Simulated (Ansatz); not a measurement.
## How GaP (F-43m) expands on warming

How much does GaP expand with temperature?

What experiment has found for this phase:
- volume expansion coefficient 15.9 1e-6/K, heat capacity C_P per formula unit 44.2 J/mol/K and bulk modulus 88.7 GPa near room temperature (given in “High-Throughput Prediction of Finite-Temperature Properties using the Quasi-Harmonic Approximation”, 2016, arXiv:1603.06924)

Program: Ansatz 0.2.0. Level of theory: DFT RPBE, scalar-relativistic, plane waves, PAW. Results are calculated unless marked as measured.

This is a report of a sequence of runs, with most program output left out.

## (1) The starting structure

It takes space group F-43m (No. 216, cubic). Conventional cell: a = 5.451 Å, b = 5.451 Å, c = 5.451 Å, α = 90.00°, β = 90.00°, γ = 90.00°. Nearest to Ga lie 4 P at 2.36 Å. P has 4 Ga at 2.36 Å nearest. Farther neighbours are not listed.

## (2) A first coarse run

A cheap single point shows whether the cell is a metal or an insulator and how far it is from rest; that sets the k-mesh and the occupations of what follows.

Input file input.yaml:

```yaml
crystal:
  lattice:
    - [0.0, 2.72525, 2.72525]
    - [2.72525, 0.0, 2.72525]
    - [2.72525, 2.72525, 0.0]
  atoms:
    - { symbol: Ga, position: [0.0, 0.0, 0.0] }
    - { symbol: P, position: [0.25, 0.25, 0.25] }
kpoints:
  mp_grid: { grid: [6, 6, 6] }
hamiltonian:
  xc: rpbe
scf:
  occupations: { method: gaussian, width: 0.1 }
output:
  forces: true
  stress: true
  eigenvalues: true
```

Run with:

```bash
$ ansatz run input.yaml --threads 2 --pin off --max-ram 5120MiB --backend cpu --events-out ev --progress --plain --runs-dir out
```

Run time: 1.2 s. Hardware: 2 threads of Arm Neoverse V1, shared host; peak memory 0.27 GiB.

This step gave:

| Property | Result |
| --- | --- |
| pressure | 4.652 GPa |
| gap on the k-mesh | 1.756 eV |
| volume per atom | 20.24 Å³ |

The start is under 4.7 GPa at this level and looks like an insulator or semiconductor on this mesh.

## (3) Relaxation

Phonons are second derivatives about a minimum, so cell and atoms are relaxed first, inside the symmetry of the start.

input.yaml, the sections that differ from step 2:

```yaml
kpoints:
  mp_grid: { grid: [8, 8, 8] }
scf:
  occupations: { method: gaussian, width: 0.02 }
output:
  forces: true
  stress: true
  eigenvalues: true
  write_density: true
  write_potential: true
  elf: true
  volumetric_format: npy
relax:
  adjacent_minimum: "off"
  f_tol: 0.005
  max_steps: 80
  cell: { stress_tol: 0.05 }
# crystal, hamiltonian: as in step 2
```

Wall time 6.1 s (2 threads); peak memory 0.32 GiB.

Step by step:

```
step  energy less that of the first step (eV)  largest force component (eV/Å)  pressure (GPa)  volume (Å³)
   1                                   0.0000                          0.0000            4.62        40.48
   2                                  -0.0287                          0.0000            1.39        42.06
   3                                  -0.0319                          0.0000            0.12        42.78
   4                                  -0.0319                          0.0000            0.00        42.85
  5*                                  -0.0325                          0.0000            0.01        42.85
```

Relaxation steps marked * repeat the geometry before them on a plane-wave basis chosen anew for their cell, so energy and pressure can jump there.

Forces are held to the 24 operations that the run works with; a distortion that breaks them can't arise in this run.

```
conventional cell, symmetrised  before  after  change
                         a (Å)   5.451  5.555  +1.9 %
                         b (Å)   5.451  5.555  +1.9 %
                         c (Å)   5.451  5.555  +1.9 %
              volume (Å³/atom)   20.24  21.43  +5.9 %
```

Final coordinates:

```xyz
2
Lattice="0.0000 2.7775 2.7775 2.7775 0.0000 2.7775 2.7775 2.7775 0.0000" Properties=species:S:1:pos:R:3 pbc="T T T"
Ga    0.0000    0.0000    0.0000
P     1.3887    1.3887    1.3887
```

This step gave:

```
pressure          : 0.008145 GPa
gap on the k-mesh : 1.493 eV
volume per atom   : 21.43 Å³
```

ELF in the ac plane of a cell with a along [110], b along [-110] and c along [001] of the cube at fractional y = 0.500, with atoms of Ga and P within 0.2 Å of it. It is the smooth field of the valence electrons, not physical close to the nuclei.

Ten even steps from '0' (0.01) to '9' (0.88), each cell a mean:
```
2200000001222000000012
0000000000000000000000
0000010000000000100000
0001222100000012221000
0012222210000122222100
0122212221001222122210
2322100223323221002233
6642010136666420101366
8974101269989741012699
5997322589759973225897
0598523798205985237982
0387422686103874226861
5675201477556752014775
8863000257888630002578
6531000024665310000246
```
Columns run along a (7.9 Å), rows up along c (5.6 Å), edges of the conventional cell, whose origin can differ from the input's. Atoms in or near the plane, at fractional coordinates: Ga at (0.75, 0.50), Ga at (0.25, 0.50), P at (0.50, 0.25), P at (0.00, 0.25).

Electrostatic potential energy in the ac plane of a cell with a along [110], b along [-110] and c along [001] of the cube at fractional y = 0.500, with atoms of Ga and P within 0.2 Å of it. With pseudopotentials it is smooth inside the atoms' cores, unlike the true potential.

Ten even steps from '_' (-54 eV) to '@' (11 eV), each cell a mean:
```
@@@@@@@@@@@@@@@@@@@@@@@@@@@@@@@@@@@@@@@@@@@@
@@@@@@@@@@@@@@@@@@@@@@@@@@@@@@@@@@@@@@@@@@@@
@@@@@@@@@@@@@@@@@@@@@@@@@@@@@@@@@@@@@@@@@@@@
@@@@@@@@@@@@@@@@@@@@@@@@@@@@@@@@@@@@@@@@@@@@
@@@@@@@@%%%%%%@@@@@@@@@@@@@@@@%%%%%%@@@@@@@@
@@@@@@%%******##@@@@@@@@@@@@%%******##@@@@@@
@@@@@@##++++++**%%@@@@@@@@@@##++++++**%%@@@@
@@@@%%**++++++**%%@@@@@@@@%%**++++++**%%@@@@
##%%%%##**++++**%%%%%%##%%%%##**++++**%%%%%%
::++%%%%######%%%%**--::++%%%%######%%%%**--
__..**@@@@@@@@@@%%--____..**@@@@@@@@@@%%--__
__..**@@@@@@@@@@%%--____..**@@@@@@@@@@%%--__
::==%%@@@@@@@@@@%%**--::==%%@@@@@@@@@@%%**--
##%%@@@@@@@@@@@@@@%%####%%@@@@@@@@@@@@@@%%##
@@@@@@@@@@@@@@@@@@@@@@@@@@@@@@@@@@@@@@@@@@@@
```
Columns run along a (7.9 Å; values clipped at the 3rd and 97th percentile), rows up along c (5.6 Å), edges of the conventional cell, whose origin can differ from the input's. Atoms in or near the plane, at fractional coordinates: Ga at (0.75, 0.50), Ga at (0.25, 0.50), P at (0.50, 0.25), P at (0.00, 0.25).

Valence density in the ac plane of a cell with a along [110], b along [-110] and c along [001] of the cube at fractional y = 0.500, with atoms of Ga and P within 0.2 Å of it. It is the smooth field of the valence electrons, not physical close to the nuclei.

Ten steps, logarithmic in the rise over the least value, from '_' (0 e/Å³) to '@' (36 e/Å³), each cell a mean:
```
____________________________________________
____________________________________________
____________________________________________
____________________________________________
__________....__________________....________
______..::----..____________..::----..______
______::++%%##--..__________::++%%##--..____
__....::**@@%%==....____....::**@@%%==....__
......::==**++::............::==**++::......
::::::....::::....::::::::::....::::....::::
__::::....____....::..__::::....____....::..
__......________..::..__......________..::..
::::..__________....::::::..__________....::
....______________........______________....
____________________________________________
```
Columns run along a (7.9 Å), rows up along c (5.6 Å), edges of the conventional cell, whose origin can differ from the input's. Atoms in or near the plane, at fractional coordinates: Ga at (0.75, 0.50), Ga at (0.25, 0.50), P at (0.50, 0.25), P at (0.00, 0.25).

The relaxation ends with a pressure of 0.01 GPa.

## (4) Tight relaxation

The relaxation is repeated with tighter thresholds on force and stress, since phonons are sensitive to what is left; a change of mesh or smearing in the input moves the cell too.

Input file input.yaml:

```yaml
crystal:
  lattice:
    - [0.0, 2.7774910093, 2.7774910093]
    - [2.7774910093, 0.0, 2.7774910093]
    - [2.7774910093, 2.7774910093, 0.0]
  atoms:
    - { symbol: Ga, position: [0.0, 0.0, 0.0] }
    - { symbol: P, position: [0.25, 0.25, 0.25] }
kpoints:
  mp_grid: { grid: [8, 8, 8] }
hamiltonian:
  xc: rpbe
scf:
  occupations: { method: fixed }
output:
  forces: true
  stress: true
  eigenvalues: true
relax:
  adjacent_minimum: "off"
  f_tol: 0.001
  max_steps: 60
  cell: { stress_tol: 0.01 }
```

The job ended after 3.1 s (2 threads; peak memory 0.31 GiB; 5.5 s of CPU time).

Little changed from the start: no atom moved by 0.005 Å and no cell edge by 0.1 %.

This step gave:

- pressure: 0.008148 GPa

The residual pressure is 0.0081 GPa, small enough for phonons.

## (5) An input with a fault

This input was changed on purpose, to see how the program answers.

input.yaml, the sections that differ from step 4:

```yaml
scf:
  occupations: { method: fixed }
  max_iter: 50
output:
  eigenvalues: true
phonons:
  method: dfpt
  qmesh: [4, 4, 4]
  thermal_expansion: { pressure: "5 eV" }
# crystal, kpoints, hamiltonian: as in step 4
# relax: removed
```

Wall time 0.54 s (2 threads); peak memory 0.05 GiB.

The program refused the input before any cycle.

The program's message: “Error: YAML parse error: error: line 21 column 34: expected [pressure], got [energy] (`eV`)
  --> <input>:21:34
   |
19 |   method: dfpt
20 |   qmesh: [4, 4, 4]
21 |   thermal_expansion: { pressure: " …”

The fault put into the input: a pressure in the wrong unit.

## (6) The quasi-harmonic study, q-mesh 2×2×2

The study relaxes the crystal at several strains, solves the phonons on some of them and minimises the free energy at each temperature (static energy, vibrations, the electrons in a metal, and PV under a set pressure); the q-mesh sets how far the force constants reach.

input.yaml, the sections that differ from step 5:

```yaml
scf:
  occupations: { method: fixed }
phonons:
  method: dfpt
  qmesh: [2, 2, 2]
  temperatures: { t_max: 800.0, t_step: 50 }
  thermal_expansion: {}
# crystal, kpoints, hamiltonian, output: as in step 5
```

Run time: 3.2 min. Hardware: 2 threads; peak memory 0.74 GiB.

This step gave:

```yaml
pressure: 0.007632 GPa
gap_on_the_k_mesh: 1.494 eV
volume_expansion_coefficient_at_298_k: 17.32 1e-6/K
c_p_at_298_k: 22.18 J/mol-atom/K
entropy_at_298_k: 27.38 J/mol-atom/K
isothermal_bulk_modulus_at_298_k: 68.01 GPa
grueneisen_parameter_at_298_k: 0.6931
volume_at_298_k: 21.59 Å³/atom
principal_linear_expansion_coefficients_at_298_k: 5.774, 5.774, 5.774 1e-6/K
```

Strained cells of the study; zero-point energy where phonons were solved; the pressures are stresses at a fixed cutoff and can carry an offset from the finite basis. Expansion cells, by row:

```
cell  |a| (Å)  |b| (Å)  |c| (Å)  V (Å³/atom)  E - E_lowest (meV/atom)  pressure, compression positive (GPa)  gap (eV)  zero-point energy (meV/atom)
   1    3.928    3.928    3.928        21.43                        0                                -0.014     1.494                             -
   2    3.959    3.959    3.959        21.95                    2.638                                -1.623     1.303                             -
   3    3.897    3.897    3.897        20.92                      2.8                                 1.781     1.674                             -
   4    3.928    3.928    3.928        21.43                    0.001                                 -0.04     1.491                         43.49
   5    3.948    3.948    3.948        21.76                    1.085                                -1.066     1.371                          42.8
   6    3.939    3.939    3.939        21.61                    0.317                                -0.592     1.427                         43.13
   7     3.96     3.96     3.96        21.95                    2.687                                -1.638     1.301                          42.4
   8    3.889    3.889    3.889         20.8                      4.3                                 2.235     1.691                             -
   9    3.909    3.909    3.909        21.12                    1.044                                  1.06     1.612                             -
  10    3.975    3.975    3.975        22.21                    5.946                                -2.372     1.207                             -
```

Quasi-harmonic; a, b, c are the run's own cell vectors. Expansion, by row:

```
T (K)  a (Å)  b (Å)  c (Å)  alpha (deg)  beta (deg)  gamma (deg)  cell volume (Å³/cell)  alpha_a (1e-6/K)  alpha_b (1e-6/K)  alpha_c (1e-6/K)  alpha_V (1e-6/K)  C_P (J/mol-atom/K)  C_V (J/mol-atom/K)  S (J/mol-atom/K)  B_T (GPa)  B_S (GPa)  Grueneisen  extrapolation  fit error (1e-6/K)
    0  3.935  3.935  3.935           60          60           60                  43.07                 0                 0                 0                 0                   0                   0                 0      69.91      69.91           -              0                   0
   50  3.934  3.934  3.934           60          60           60                  43.07             -0.27             -0.27             -0.27             -0.81                5.13                5.13             2.532      69.86      69.86      -0.143              0                   0
  100  3.935  3.935  3.935           60          60           60                  43.07              1.29              1.29              1.29              3.88               11.65               11.65             8.157      69.66      69.67         0.3              0                   0
  150  3.935  3.935  3.935           60          60           60                  43.09              3.18              3.18              3.18              9.55               16.46               16.45             13.86      69.31      69.37       0.522              0                0.01
  200  3.936  3.936  3.936           60          60           60                  43.11              4.46              4.46              4.46             13.37               19.38               19.35             19.04       68.9      69.01       0.618              0                0.01
  250  3.937  3.937  3.937           60          60           60                  43.14              5.26              5.26              5.26             15.78               21.12               21.07             23.56      68.45      68.63       0.666              0                0.01
298.1  3.938  3.938  3.938           60          60           60                  43.18              5.77              5.77              5.77             17.32               22.18                22.1             27.38      68.01      68.25       0.693              0                0.02
  300  3.938  3.938  3.938           60          60           60                  43.18              5.79              5.79              5.79             17.37               22.21               22.13             27.52      67.99      68.23       0.694              0                0.02
  350  3.939  3.939  3.939           60          60           60                  43.22              6.16              6.16              6.16             18.49               22.92               22.82                31      67.52      67.83       0.712              0                0.02
  400   3.94   3.94   3.94           60          60           60                  43.26              6.44              6.44              6.44             19.32               23.42               23.29             34.09      67.04      67.41       0.724              0                0.02
  450  3.942  3.942  3.942           60          60           60                   43.3              6.66              6.66              6.66             19.97               23.78               23.62             36.87      66.56         67       0.734              0                0.02
  500  3.943  3.943  3.943           60          60           60                  43.34              6.84              6.84              6.84             20.51               24.05               23.86             39.39      66.08      66.58       0.741              0                0.01
  550  3.944  3.944  3.944           60          60           60                  43.39              6.99              6.99              6.99             20.97               24.26               24.05              41.7      65.59      66.16       0.747              0                0.01
  600  3.946  3.946  3.946           60          60           60                  43.43              7.13              7.13              7.13             21.38               24.42               24.19             43.81       65.1      65.73       0.753              0                0.01
  650  3.947  3.947  3.947           60          60           60                  43.48              7.25              7.25              7.25             21.75               24.56                24.3             45.77      64.62      65.31       0.757              0                0.01
  700  3.949  3.949  3.949           60          60           60                  43.53              7.37              7.37              7.37              22.1               24.68               24.39              47.6      64.13      64.89       0.762              0                0.02
  750   3.95   3.95   3.95           60          60           60                  43.58              7.48              7.48              7.48             22.43               24.77               24.46              49.3      63.64      64.46       0.766              0                0.03
  800  3.951  3.951  3.951           60          60           60                  43.63              7.58              7.58              7.58             22.74               24.86               24.52             50.91      63.15      64.04        0.77              0                0.05
```

Table of expansion coefficient by temperature; values in 1e-6/K:

```
temperature (K)  volume  principal 1
              0       0            0
             50   -0.81        -0.27
            100    3.88         1.29
            150    9.55         3.18
            200    13.4         4.46
            250    15.8         5.26
            298    17.3         5.77
            300    17.4         5.79
            350    18.5         6.16
            400    19.3         6.44
            450    20.0         6.66
            500    20.5         6.84
            550    21.0         6.99
            600    21.4         7.13
            650    21.8         7.25
            700    22.1         7.37
            750    22.4         7.48
            800    22.7         7.58
```

At 298 K the volume expansion is 17.3 × 10⁻⁶/K and B_T is 68.0 GPa. The log warns that this q-mesh is too narrow, so the figure can be far off. The program raised the cutoff to 487.2 eV by itself: with no cutoff typed, the study takes about 1.16 times the default for its relaxations and scales it with the volume for the phonons.

(Part 1 of 2 ends here.)

[Logs are printed without paths, hosts, clocks, repeated set-up lines and the standing remarks that a program may print on its own settings, such as how far it seeks lower states.]

[Hosts, paths, dates, database ids (printed as entryN), source tags and the programs' standing remarks are cut or masked in the printed files.]

[A step with changed settings may run another functional than the one named; its input shows which.]
